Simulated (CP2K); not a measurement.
Two runs for the C K edge of succinimide. Run A: CP2K XAS_TDP, all-electron GAPW, PBEh(45%), aug-cc-pVDZ, TDA, no relativity. Run B differs in one setting.

First lines with a strength over 0.0015. A:

```
                               atom  energy (eV)  states  strength, one atom
 C2 (bonded to C, N and O), 2 alike       283.14       1              0.0740
                                          288.92       1              0.0019
                                          289.07       1              0.0078
                                          289.81       1              0.0102
                                          289.91       1              0.0108
C3 (bonded to 2 C and 2 H), 2 alike       284.48       1              0.0092
                                          284.79       1              0.0108
                                          285.72       1              0.0120
                                          285.82       1              0.0095
                                          286.13       1              0.0043
```

B:

| atom | energy (eV) | states | strength, one atom |
| --- | --- | --- | --- |
| C2 (bonded to C, N and O), 2 alike | 278.10 | 1 | 0.0597 |
|  | 280.52 | 1 | 0.0018 |
|  | 282.11 | 1 | 0.0030 |
|  | 282.79 | 1 | 0.0020 |
|  | 282.89 | 1 | 0.0022 |
| C3 (bonded to 2 C and 2 H), 2 alike | 277.96 | 2 | 0.0069 |
|  | 278.98 | 1 | 0.0044 |
|  | 279.07 | 1 | 0.0064 |
|  | 280.10 | 1 | 0.0034 |
|  | 280.29 | 1 | 0.0029 |

**Question.** Which was it: the functional, GW2X switched on, the basis, scalar relativity switched on?

The functional (functional from PBEh(45%) to PBE0; the lines alone don't name the new value). A functional moves all lines by electronvolts and changes their spacings and strengths. Against PBEh(45%) in aug-cc-pVDZ, the leading lines move by -5.04 eV (C2, to 278.10) and -6.52 eV (C3, to 277.96); the strength of C2's goes from 0.0740 to 0.0597. The next line of C2 over the strength cut lies 2.42 eV higher, against 5.78.

[Banner, clock and machine lines of the logs are left out without a mark of their own.]

[Logs are printed without paths, hosts, clocks, repeated set-up lines and the standing remarks that a program may print on its own settings, such as how far it seeks lower states.]

[Hosts, paths, dates, database ids (printed as entryN), source tags and the programs' standing remarks are cut or masked in the printed files.]
